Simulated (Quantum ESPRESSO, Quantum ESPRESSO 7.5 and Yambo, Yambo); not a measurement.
# Si3N4 (Fd-3m): G0W0 on several meshes in Yambo

Wanted: mesh dependence and cost of G0W0 for Si3N4 (Fd-3m).

Calculated with Quantum ESPRESSO 7.5 and Yambo 5.3.0; PBE and many-body steps on it, plane waves.

## (1) The structure

Symmetry: Fd-3m, No. 227, cubic system. Conventional cell: a = 7.787 Å, b = 7.787 Å, c = 7.787 Å, α = 90.00°, β = 90.00°, γ = 90.00°. Nearest to Si lie 6 N at 1.89 Å. Si has 4 N at 1.79 Å nearest. N has 4 Si at 1.79 to 1.89 Å nearest. Farther neighbours and most contacts between anions are not listed.

The cell and positions are those that the Materials Project relaxed with its own functionals (PBE, PBE+U or r2SCAN), kept fixed. This is not the form that Si3N4 usually takes at ambient conditions.

## (2) Empty states on the mesh, 2×2×2 mesh, 121 bands

This step: Quantum ESPRESSO 7.5; DFT, PBE, plane waves, norm-conserving pseudopotentials.

The sums over transitions need many empty states on a uniform mesh; this step solves for them.

The input, pw.in:

```
&control
  calculation = 'nscf'
  prefix = 'x'
  outdir = 'o'
  pseudo_dir = 'pseudo'
/
&system
  ibrav = 0
  nat = 14
  ntyp = 2
  ecutwfc = 72.0
  nbnd = 121
  force_symmorphic = .true.
/
&electrons
  conv_thr = 1e-9
  electron_maxstep = 80
  diago_full_acc = .true.
  diago_thr_init = 5e-6
/
ATOMIC_SPECIES
  Si 28.085 Si.upf
  N 14.007 N.upf
CELL_PARAMETERS angstrom
  -0.0000000000 3.8937180000 3.8937180000
  3.8937180000 0.0000000000 3.8937180000
  3.8937180000 3.8937180000 -0.0000000000
ATOMIC_POSITIONS crystal
  Si 0.1250000000 0.1250000000 0.6250000000
  Si 0.1250000000 0.6250000000 0.1250000000
  Si 0.6250000000 0.1250000000 0.1250000000
  Si 0.1250000000 0.1250000000 0.1250000000
  Si 0.7500000000 0.7500000000 0.7500000000
  Si 0.5000000000 0.5000000000 0.5000000000
  N 0.3675630000 0.3675630000 0.3675630000
  N 0.3526890000 0.8824370000 0.8824370000
  N 0.8824370000 0.8824370000 0.3526890000
  N 0.8824370000 0.3526890000 0.8824370000
  N 0.3675630000 0.3675630000 0.8973110000
  N 0.3675630000 0.8973110000 0.3675630000
  N 0.8824370000 0.8824370000 0.8824370000
  N 0.8973110000 0.3675630000 0.3675630000
K_POINTS automatic
  2 2 2 0 0 0
```

Launch:

```bash
> OMP_NUM_THREADS=1 mpirun -n 8 pw.x -nk 4 -in pw.in > pw.out
```

Output:

```text
Program PWSCF v.7.5 starts

     This program is part of the open-source Quantum ESPRESSO suite
     for quantum simulation of materials; please cite
         "P. Giannozzi et al., J. Phys.:Condens. Matter 21 395502 (2009);
         "P. Giannozzi et al., J. Phys.:Condens. Matter 29 465901 (2017);
         "P. Giannozzi et al., J. Chem. Phys. 152 154105 (2020);
     in publications or presentations arising from this work. More details at

     Atomic positions and unit cell read from directory:
     o/x.save/

     Message from routine setup:
[...]
[... 4 further rows ...]
[...]
49.0466

          k =-0.7071 0.0000 0.0000 (  8232 PWs)   bands (ev):

[...]
32.0071  32.0071  32.0474  32.0474  33.3599  33.3599  34.8910  34.8910
     [... 4 further rows ...]
    46.5367  46.5367  47.1349  47.1349  48.1839  48.1839  48.5841  48.5841
    49.0971

     highest occupied, lowest unoccupied level (ev):    10.9469   14.3533

     XML data file, pseudopotentials, collected wavefunctions

=------------------------------------------------------------------------------=
   JOB DONE.
=------------------------------------------------------------------------------=
```

Elapsed: 5.5 s, on 8 MPI ranks of Arm Neoverse V2, shared host; peak memory 0.71 GiB; 43 s of CPU time.

Numbers from this step:

```
gap                                                           : 3.406 eV
k of the valence top                                          : 0, 0, 0
k of the conduction bottom                                    : 0, 0, 0
least direct gap                                              : 3.406 eV
k points computed                                             : 3
lowest point of the top converged band, above the valence top : 38.10 eV
```

On this mesh the gap is 3.406 eV.

The density comes from a self-consistent run that is not shown.

## (3) Conversion and set-up

This step: Yambo 5.3.0; conversion and set-up on PBE, plane waves, norm-conserving pseudopotentials.

The states are converted to the many-body program's format and the q mesh is built.

Launch:

```bash
> (cd o/x.save; p2y > p2y.log; mv SAVE ../..); yambo > setup.log
```

Output:

```text
 Yambo, version 5.3.0

 [02] CORE Variables Setup
 =========================

  [02.01] Unit cells
  ==================

  Cell kind             :  FCC
  Atoms in the cell     :  Si  N
  number of Si atoms    :   6
  number of N  atoms    :   8

  List of atomic masses
  Mass of Si    :  28.08500
  Mass of N     :  14.00700

  List of atomic coordinates    : [cc]
  Si1       :  5.518545  5.518545  1.839515  order 1
  Si2       :  5.518545  1.839515  5.518545  order 2
  Si3       :  1.839515  5.518545  5.518545  order 3
  Si4       :  1.839515  1.839515  1.839515  order 4
[...]
0.000000  0.000000  0.000000  0.000000  0.000000  0.000000  0.000000  0.000000

 [03] Transferred momenta grid and indexing
 ==========================================

 IBZ Q-points                                      :  3
 BZ  Q-points                                      :   8

 K/Q-points units:
 rlu = crystal or reduced units; cc = cartesian coordinates; iku = interal k-units

 Q [1]          [rlu]:  0.000000  0.000000  0.000000
 Q [2]          [rlu]: -0.45615E-16  0.98957E-17 -0.50000
 Q [3]          [rlu]: -0.20954E-17 -0.50000     -0.50000

  [03.01] X indexes
  =================

   [03.01.01] Sigma indexes
   ========================

 [06] Game Over & Game summary
```

The job ended after 2.9 s (1 MPI rank; peak memory 0.27 GiB).

## (4) 2×2×2

Now the one-shot GW correction: screening in the RPA, then the self-energy of the levels asked for.

This step: G0W0 on PBE, plane waves, norm-conserving pseudopotentials.

The input, gw13.in:

```
HF_and_locXC
gw0
dyson
ppa
em1d
rim_cut
RandQpts= 1000000
RandGvec= 1 RL
EXXRLvcs= 72 Ry
VXCRLvcs= 288 Ry
Chimod= "HARTREE"
% BndsRnXp
 1 | 121 |
%
NGsBlkXp= 7 Ry
% LongDrXp
 1 | 1 | 1 |
%
% GbndRnge
 1 | 121 |
%
DysSolver= "n"
ExtendOut
PPAPntXp= 27.21138 eV
% QPkrange
 1 | 1 | 31 | 34 |
%
```

Launch:

```bash
> OMP_NUM_THREADS=2 mpirun -n 4 yambo -F gw13.in -J gw13 -C gw13 > gw13.log
```

Output:

```text
 Yambo, version 5.3.0

 [02] CORE Variables Setup
 =========================

  [... cell, symmetries and grids as in the set-up ...]

  [02.05] Energies & Occupations
  ==============================

  [X] === General ===
  [X] Electronic Temperature                        :  0.000000  0.000000 [eV K]
  [X] Bosonic    Temperature                        :  0.000000  0.000000 [eV K]
  [X] Finite Temperature mode                       : no
  [X] El. density                                   :  0.54207E+24 [cm-3]
  [X] Fermi Level                                   :  10.94685 [eV]

  [X] === Gaps and Widths ===
  [X] Conduction Band Min                           :  3.406484 [eV]
  [X] Valence Band Max                              :  0.000000 [eV]
  [X] Filled Bands                                  :   32
  [X] Empty Bands                                   :   33  121
  [X] Direct Gap                                    :  3.406484 [eV]
  [X] Direct Gap localized at k                     :  1
  [X] Indirect Gap                                  :  3.406484 [eV]
  [X] Indirect Gap between kpts                     :  1  1
  [X] Last valence band width                       :  0.389845 [eV]
  [X] 1st conduction band width                     :  3.279768 [eV]

 [03] Transferred momenta grid and indexing
 ==========================================

 IBZ Q-points                                      :  3
 BZ  Q-points                                      :   8

 K/Q-points units:
 rlu = crystal or reduced units; cc = cartesian coordinates; iku = interal k-units

 Q [1]          [rlu]:  0.000000  0.000000  0.000000
 Q [2]          [rlu]: -0.45615E-16  0.98957E-17 -0.50000
 Q [3]          [rlu]: -0.20954E-17 -0.50000     -0.50000

 [04] Coloumb potential Random Integration (RIM)
 ===============================================

  [04.01] RIM initialization
  ==========================

  * Diagonal components only detected *

  8 x (sBL volume)        :  0.311329 [a.u.]
  sBZ random points       :  1000000
  Points outside the sBZ  :   7996195
  RL volume               :  0.311329 [a.u.]
  Integrated volume       :  0.311477 [a.u.]

  [04.02] RIM integrals
  =====================

  Gamma point sphere radius             :  0.122939 [a.u.]
  Points outside the sphere             :   799659
  [Int_sBZ(q=0) 1/q^2]*(Vol_sBZ)^(-1/3) =:  7.764404
                                 should be <:  7.795600

  Summary of Coulomb integrals for non-metallic bands |Q|[au] RIM/Bare

  Q [1] 0.100000E-4 0.995998 * Q [2] 0.369758 1.063913
  Q [3] 0.426959 1.063520

 [05] Dipoles
 ============

  [05.01] Setup: observables and procedures
  =========================================

  [WARNING] [x,Vnl] slows the Dipoles computation. To neglect it rename the ns.kb_pp file

 [06] Dynamic Dielectric Matrix (PPA)
 ====================================

 [WR./gw13//ndb.pp]--------------------------------------------------------------
  Brillouin Zone Q/K grids (IBZ/BZ)                :   3   8   3   8
  RL vectors                                       :   9409 [WF]
  Coulomb cutoff potential                         : none
  Electronic Temperature                           :  0.000000 [K]
  Bosonic    Temperature                           :  0.000000 [K]
  PPA    diel. fun.  energies                      : Perdew, Burke & Ernzerhof(X)+Perdew, Burke & Ernzerhof(C)
  wavefunctions                                    : Perdew, Burke & Ernzerhof(X)+Perdew, Burke & Ernzerhof(C)
  Global Gauge                                     : length
  X matrix size                                    :  283
  X band range                                     :    1  121
  X e/h energy range                               : -1.000000 -1.000000 [eV]
  X Time ordering                                  : R
  X Hxc Kernel                                     : HARTREE
  X Drude frequency                                :  0.000000  0.000000
  X poles                                          :  100.0000 [o/o]
  RL vectors in the sum                            :   9409
  [r,Vnl] included                                 : yes
  Field direction                                  :  0.577350E-5  0.577350E-5  0.577350E-5
  BZ energy Double Grid                            : no
  BZ energy DbGd points                            : 0
  BZ Q point size factor                           : -1.000000
  X Optical Averaged directions                    : none

 [07] Local Exchange-Correlation + Non-Local Fock
 ================================================

 [VXC] Plane waves :   65763
 [EXS] Plane waves :   8291

 QP @ state[ 1 ] K range:  1  1
 QP @ state[ 1 ] b range:   31   34

 [xc] Functional : Perdew, Burke & Ernzerhof(X)+Perdew, Burke & Ernzerhof(C)
 [xc] LIBXC used to calculate xc functional
  PP Number of Atomic Species                      :  2
  NLCC RL compoments                               :   65763
  PP Number of Atomic Species                      :  2
  NLCC RL compoments                               :   65763

 [xc] E_xc :  -28.79472 [Ha]
      E_xc :  -57.58944 [Ry]

  Local XC kind (lXC) : Perdew, Burke & Ernzerhof(X)+Perdew, Burke & Ernzerhof(C)
  Non-Local XC kind (nlXC) : Hartree-Fock

  Corrections @ K [1] :  [eV]
 <31|nlXC|31> = -21.29024 -0.39390E-17 <31|lXC|31> = -17.70620 -0.18882E-15
 <32|nlXC|32> = -21.29022 -0.18596E-18 <32|lXC|32> = -17.70619  0.18882E-15
 <33|nlXC|33> = -6.485921  0.23191E-18 <33|lXC|33> = -11.33484 -0.18882E-15
 <34|nlXC|34> = -6.485906  0.22327E-17 <34|lXC|34> = -11.33483 -0.18882E-15

 [08] Dyson equation: Newton solver
 ==================================

  [08.01] G0W0 (W PPA)
  ====================

  [  GW  ] Bands range     :    1  121
  [GW/PPA] G damping       :  0.100000 [eV]

  QP @ state[ 1 ] K range:  1  1
  QP @ state[ 1 ] b range:   31   34

   Sc/G bands                                       :    1  121
   Sc/G damping                                     :  0.100000 ev
   Sc bands terminator                              : no
   Sx RL components                                 :   8291

   QP @ state[ 1 ] K range                          :  1  1
   QP @ state[ 1 ] b range                          :   31   34
   GF energies kind                                 : Perdew, Burke & Ernzerhof(X)+Perdew, Burke & Ernzerhof(C)
   GF WF`s kind                                     : Perdew, Burke & Ernzerhof(X)+Perdew, Burke & Ernzerhof(C)
   Xs energies kind                                 : Perdew, Burke & Ernzerhof(X)+Perdew, Burke & Ernzerhof(C)
   Xs WF`s kind                                     : Perdew, Burke & Ernzerhof(X)+Perdew, Burke & Ernzerhof(C)

 [11] Game Over & Game summary
```

Elapsed: 11 s, on 4 MPI ranks; peak memory 1.6 GiB.

Numbers from this step:

```
G0W0 gap on the points computed              : 4.308 eV
starting gap on the mesh                     : 3.406 eV
k of the valence top                         : 0, 0, 0
k of the conduction bottom                   : 0, 0, 0
least direct G0W0 gap on the computed points : 4.308 eV
Z at the valence top                         : 0.8152
Z at the conduction bottom                   : 0.8455
```

The gap on the mesh goes from 3.41 eV to 4.31 eV, a correction of +0.90 eV.

## (5) Empty states on the mesh, 6×6×6 mesh, 121 bands

This step: Quantum ESPRESSO 7.5; DFT, PBE, plane waves, norm-conserving pseudopotentials.

Edit pw.in of step 2 so:

```diff
@@ -43,2 +43,2 @@
 K_POINTS automatic
-  2 2 2 0 0 0
+  6 6 6 0 0 0
```

Launch:

```bash
> OMP_NUM_THREADS=1 mpirun -n 8 pw.x -nk 4 -in pw.in > pw.out
```

Output:

```text
[banner, memory and clock lines left out]
Program PWSCF v.7.5 starts

     Atomic positions and unit cell read from directory:
     o/x.save/

     Message from routine setup:
     using ibrav=0 with symmetry is DISCOURAGED, use correct ibrav instead

     bravais-lattice index     =            0
     lattice parameter (alat)  =      10.4059  a.u.
     unit-cell volume          =     796.7463 (a.u.)^3
     number of atoms/cell      =           14
     number of atomic types    =            2
     number of electrons       =        64.00
[...]
49.2876

          k = 0.1179 0.1179-0.1179 (  8201 PWs)   bands (ev):

[...]
[... 4 further rows ...]
[...]
48.1385

          k = 0.2357 0.2357-0.2357 (  8186 PWs)   bands (ev):

[...]
31.1647  31.2904  31.6037  31.6037  32.8636  32.8636  33.6017  34.1269
     [... 4 further rows ...]
    45.2498  46.0901  46.4927  46.4927  46.9529  47.5883  47.5883  47.8508
    47.8509

          k =-0.3536-0.3536 0.3536 (  8242 PWs)   bands (ev):

     [... further k-points ...]

     highest occupied, lowest unoccupied level (ev):    10.9844   14.3533

     XML data file, pseudopotentials, collected wavefunctions
```

Wall time 22 s (8 MPI ranks); peak memory 0.82 GiB.

This step gave:

```
gap                                                           : 3.369 eV
k of the valence top                                          : 0, 0.1667, -0.1667
k of the conduction bottom                                    : 0, 0, 0
least direct gap                                              : 3.406 eV
k points computed                                             : 16
lowest point of the top converged band, above the valence top : 36.87 eV
```

On this mesh the gap is 3.369 eV.

[end of part 1 of 2]

[Paths, hosts, dates, memory and timing lines, banners, echoed tables and standing remarks are left out of the program output.]

[Logs are printed without paths, hosts, clocks, repeated set-up lines and the standing remarks that a program may print on its own settings, such as how far it seeks lower states.]

[Runs of the session that timed out or met a known fault of the program may be left out.]

[Hosts, paths, dates, database ids (printed as entryN), source tags and the programs' standing remarks are cut or masked in the printed files.]
